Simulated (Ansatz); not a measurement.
**How fast states decay through BaCaBr4**

Wanted: the relaxed cell of BaCaBr4, its band edges and its decay constants. It is built by putting Br for I, Ca for Sr in the BaSrI4 structure of space group P4/mmm, with the volume rescaled by atomic radii. The parent structure comes from the Materials Project.

Main program and level: Ansatz 0.2.0; PBE DFT, plane waves, PAW files, in the first sound run; inputs show where later runs differ.

Report form: the programs' logs are mostly left out.

The structure was built from a prototype and need not be the compound's stable phase.

## (1) The starting structure

Symmetry: P4/mmm, No. 123, tetragonal system. The conventional cell has a = 5.478 Å, b = 5.478 Å, c = 7.784 Å, α = 90.00°, β = 90.00°, γ = 90.00°. Nearest to Ba lie 8 Br at 3.40 Å. Ca has 8 Br at 3.32 Å nearest. Nearest to Br lie 2 Ca at 3.32 Å and 2 Ba at 3.40 Å. It derives from BaSrI4. Br for I, Ca for Sr in the BaSrI4 structure of space group P4/mmm. Farther neighbours and most contacts between anions are not listed.

## (2) Relaxing the new crystal

The substituted atoms don't fit the parent's cell, so cell and atoms relax together. A small smearing keeps the run stable in case the gap closes on the way.

input.yaml

```yaml
crystal:
  lattice:
    - [5.4783800962, 0.0, 0.0]
    - [0.0, 5.4783800962, 0.0]
    - [0.0, 0.0, 7.7839778244]
  atoms:
    - { symbol: Ba, position: [0.5, 0.5, 0.0] }
    - { symbol: Ca, position: [0.0, 0.0, 0.5] }
    - { symbol: Br, position: [0.0, 0.5, 0.257945] }
    - { symbol: Br, position: [0.5, 0.0, 0.257945] }
    - { symbol: Br, position: [0.0, 0.5, 0.742055] }
    - { symbol: Br, position: [0.5, 0.0, 0.742055] }
kpoints:
  mp_grid: { grid: [4, 4, 4] }
scf:
  occupations: { method: gaussian, width: 0.03 }
hamiltonian:
  xc: pbe
output:
  forces: true
  stress: true
relax:
  f_tol: 0.02
  max_steps: 60
  cell: {}
```

Launch:

```console
$ ansatz run input.yaml --threads 2 --pin off --max-ram 4096MiB --backend cpu --events-out ev --progress --plain --runs-dir out
```

Wall time 13 s (2 threads of Arm Neoverse V2, shared host); peak memory 0.51 GiB.

The steps of the relaxation:

```tsv
step	energy less that of the first step (eV)	largest force component (eV/Å)	pressure (GPa)	volume (Å³)
1	0.0000	0.1990	-2.31	233.62
2	-0.2011	0.0703	-0.90	216.76
3	-0.2262	0.0184	0.26	207.11
4	-0.2278	0.0001	-0.02	209.19
5*	-0.2264	0.0001	-0.02	209.19
```

Relaxation steps marked * repeat the geometry before them on a plane-wave basis chosen anew for their cell, so energy and pressure can jump there.

Forces are held to the 16 operations that the run works with; a distortion that breaks them can't arise in this run.

```tsv
conventional cell, symmetrised	before	after	change
a (Å)	5.478	5.261	-4.0 %
b (Å)	5.478	5.261	-4.0 %
c (Å)	7.784	7.557	-2.9 %
volume (Å³/atom)	38.94	34.86	-10.5 %
```

The atoms that moved most (Å, as changes of fractional coordinates times the final cell):

```tsv
atom	dx	dy	dz	length
Br3	0.000	0.000	0.065	0.065
Br4	0.000	0.000	0.065	0.065
Br5	0.000	0.000	-0.065	0.065
Br6	0.000	0.000	-0.065	0.065
```

Final coordinates:

```xyz
6
Lattice="5.2613 0.0000 0.0000 0.0000 5.2613 0.0000 0.0000 0.0000 7.5571" Properties=species:S:1:pos:R:3 pbc="T T T"
Ba    2.6306    2.6306    0.0000
Ca    0.0000    0.0000    3.7785
Br    0.0000    2.6306    2.0140
Br    2.6306    0.0000    2.0140
Br    0.0000    2.6306    5.5431
Br    2.6306    0.0000    5.5431
```

Numbers from this step:

| Property | Result |
| --- | --- |
| free energy | -18911.6935 eV |
| Fermi energy | 5.064 eV |
| pressure | -0.01807 GPa |

The largest force component on a free atom ends at 5.6e-5 eV/Å.

## (3) Band edges

The energy window and the wavevectors of the next steps follow from the band edges, so these are searched first, off the mesh as well.

input.yaml

```yaml
crystal:
  lattice:
    - [5.2612547594, 0.0, 0.0]
    - [0.0, 5.2612547594, 0.0]
    - [0.0, 0.0, 7.5570866785]
  atoms:
    - { symbol: Ba, position: [0.5, 0.5, 0.0] }
    - { symbol: Ca, position: [0.0, 0.0, 0.5] }
    - { symbol: Br, position: [0.0, 0.5, 0.2665090704] }
    - { symbol: Br, position: [0.5, 0.0, 0.2665090704] }
    - { symbol: Br, position: [0.0, 0.5, 0.7334909296] }
    - { symbol: Br, position: [0.5, 0.0, 0.7334909296] }
kpoints:
  mp_grid: { grid: [4, 4, 4] }
  band_path: { path: [VBM, CBM], npoints: 30 }
scf:
  occupations: { method: fixed }
hamiltonian:
  xc: pbe
output:
  eigenvalues: true
  write_potential: true
  write_density: true
  volumetric_format: npy
```

Run time: 15 s. Hardware: 2 threads; peak memory 0.45 GiB.

Numbers from this step:

```yaml
free_energy: -18911.6936 eV
fermi_energy: 3.163 eV
gap_on_the_k_mesh: 3.801 eV
gap_on_path: 3.801 eV, by band count; negative where bands overlap
direct_gap_on_path: 3.864 eV
edge_places_on_path: 0, 0.8445 1/A along the path
```

Electronic bands along the path, in eV, zero at the Fermi level (highest filled level under fixed occupations); v1 is the highest filled band, c1 the lowest empty one:

```tsv
point	v4	v3	v2	v1	c1	c2	c3	c4
VBM	-0.47	-0.36	0.00	0.00	3.92	4.60	5.01	5.01
halfway	-0.41	-0.37	-0.36	-0.14	4.58	4.72	5.01	5.13
CBM	-0.42	-0.39	-0.39	-0.06	3.80	4.54	4.57	4.71
```

The searched edges give 3.80 eV, as on the mesh.

## (4) Decaying states in the gap

This step: PBE DFT, plane waves, PAW files; complex bands by layer matching along the plane's normal (Ansatz 0.2.0).

The same crystal is laid in a cell whose first two vectors span the (001) plane (indices of the standard conventional cell, whose axes can be ordered otherwise than in the bulk input). At fixed energy and wavevector in the plane the solver finds all kz, real and complex. A few wavevectors are listed, (0, 0) and (-0.5, -0.5) in units of the plane's reciprocal vectors; the slowest state needn't be among them.

input.yaml

```yaml
crystal:
  lattice:
    - [5.261254759, 0.0, 0.0]
    - [0.0, 5.261254759, 0.0]
    - [0.0, 0.0, 7.557086678]
  atoms:
    - { symbol: Ba, position: [0.5, 0.5, 0.0] }
    - { symbol: Ca, position: [0.0, 0.0, 0.5] }
    - { symbol: Br, position: [0.0, 0.5, 0.2665090704] }
    - { symbol: Br, position: [0.5, 0.0, 0.2665090704] }
    - { symbol: Br, position: [0.0, 0.5, 0.7334909296] }
    - { symbol: Br, position: [0.5, 0.0, 0.7334909296] }
kpoints:
  mp_grid: { grid: [4, 4, 4] }
scf:
  occupations: { method: fixed }
hamiltonian:
  xc: pbe
output:
  eigenvalues: true
  transmission:
    leads: [[0, 0]]
    kpoints: [[0.0, 0.0], [-0.5, -0.5]]
    e_range: [-1.0, 4.8]
    de: 0.15
```

The job ended after 41 s (2 threads; peak memory 0.87 GiB; 66 s of CPU time).

Numbers from this step:

```yaml
level_to_which_the_leads_are_filled: 1.901 eV from the Fermi level
decay_constant_at_the_filling_level_zone_centre: 0.2750 Å⁻¹
decay_constant_at_the_filling_level_slowest_listed_point: 0.275 Å⁻¹
```

K parallel (0, 0); values up to 1.5 1/Å, a degenerate pair printed once or twice; energies at which all values exceed this have no row. Table of Im kz of the slowest decaying states by energy, zero at the highest filled level on the SCF mesh:

```tsv
energy (eV)	decay 1 (Å⁻¹)	decay 2 (Å⁻¹)	decay 3 (Å⁻¹)	decay 4 (Å⁻¹)
-1.00	0.629	0.971	0.985	1.12
-0.55	0.373	0.858	0.937	1.07
-0.25	0.111	0.114	0.913	1.04
0.05	0.101	0.178	0.393	0.889
0.20	0.151	0.199	0.442	0.876
0.65	0.231	0.241	0.521	0.837
1.10	0.264	0.274	0.560	0.794
1.40	0.272	0.293	0.575	0.764
1.85	0.275	0.310	0.587	0.715
2.30	0.268	0.318	0.590	0.660
2.60	0.256	0.318	0.587	0.619
3.05	0.226	0.312	0.546	0.578
3.50	0.165	0.297	0.453	0.530
3.95	0.272	0.324	0.429	0.541
4.25	0.215	0.246	0.341	0.410
4.70	0.0480	0.185	0.194	0.523
```

K parallel (-0.5, -0.5); values up to 1.5 1/Å, a degenerate pair printed once or twice; energies at which all values exceed this have no row. Im kz of the slowest decaying states against energy, zero at the highest filled level on the SCF mesh:

```tsv
energy (eV)	decay 1 (Å⁻¹)	decay 2 (Å⁻¹)	decay 3 (Å⁻¹)	decay 4 (Å⁻¹)
-1.00	0.126	0.366	0.488	0.643
-0.70	0.413	0.476	0.495	0.508
-0.40	0.142	0.147	0.183	0.446
-0.10	0.160	0.262	0.470	0.525
0.05	0.186	0.235	0.297	0.480
0.20	0.325	0.345	0.397	0.488
0.50	0.367	0.486	0.500	0.523
0.65	0.383	0.504	0.520	0.529
0.95	0.410	0.510	0.511	0.588
1.25	0.430	0.499	0.511	0.627
1.55	0.445	0.482	0.510	0.652
1.85	0.457	0.462	0.505	0.669
2.15	0.438	0.466	0.496	0.680
2.45	0.409	0.472	0.484	0.685
2.75	0.374	0.468	0.476	0.686
3.05	0.330	0.447	0.479	0.682
3.20	0.304	0.434	0.480	0.679
3.50	0.239	0.403	0.481	0.671
3.80	0.133	0.363	0.481	0.660
4.10	0.307	0.481	0.645	0.650
4.40	0.212	0.482	0.619	0.626
4.70	0.487	0.577	0.604	0.612
```

At the listed wavevectors the last open channel is at -0.10 eV and the next at +3.95 eV on the grid. At +1.85 eV, the grid energy nearest the filling level (the middle of the gap on the SCF mesh), the slowest state at the listed wavevectors decays with κ = 0.275 Å⁻¹, its amplitude falling by e over 3.6 Å. Through 1 nm of this crystal that state's transmission falls by exp(−2 × 0.275 Å⁻¹ × 10 Å) = 0.0041.

## (5) Decay over the two-dimensional zone

The listed points could miss the slowest state, so one energy near mid-gap is solved on a mesh of 6×6.

input.yaml, as its differences from that of step 4:

```diff
@@ -20,6 +20,2 @@
   eigenvalues: true
-  transmission:
-    leads: [[0, 0]]
-    kpoints: [[0.0, 0.0], [-0.5, -0.5]]
-    e_range: [-1.0, 4.8]
-    de: 0.15
+  transmission: { leads: [[0, 0]], kmesh: [6, 6], e_range: [1.9, 1.91], de: 0.05 }
```

The job ended after 22 s (2 threads; peak memory 0.85 GiB).

This step gave:

```
least decay constant on the mesh : 0.2747 Å⁻¹
```

Slowest decay constant (1/Å; 0 where a channel is open) over k1 and k2. At 1.9000 eV from the Fermi level.

Ten even steps from '0' (0.275) to '9' (0.458):
```
653235
431113
321012
431113
653235
964346
```
Columns: k1 (b1) from -0.5 to 0.333; rows upwards: k2 (b2) from -0.5 to 0.333.

The least value on the mesh is 0.275 Å⁻¹ at +1.90 eV. At that energy the listed points give about 0.275 Å⁻¹ by interpolation, so the mesh holds no clearly slower state.

## (6) What came out

| Quantity | Value |
| --- | --- |
| band gap | 3.80 eV |
| least decay constant at mid-gap, normal to (001) | 0.275 Å⁻¹ |
| least decay constant on a mesh, normal to (001) | 0.275 Å⁻¹ |

What this shows: With PBE, the slowest decay at the wavevectors tried is κ = 0.275 Å⁻¹, normal to (001). Through such a film the transmission near mid-gap falls as exp(−2κd), a factor of ten every 4.2 Å. A free electron under a barrier of half the gap would need a mass of 0.15 mₑ to decay at this rate. The compound is made up by substitution; its stability against other phases and against distortions of the cell's symmetry was not tested. A semilocal functional narrows gaps, so real decay constants are likely larger.

[Logs are printed without paths, hosts, clocks, repeated set-up lines and the standing remarks that a program may print on its own settings, such as how far it seeks lower states.]

[Hosts, paths, dates, database ids (printed as entryN), source tags and the programs' standing remarks are cut or masked in the printed files.]
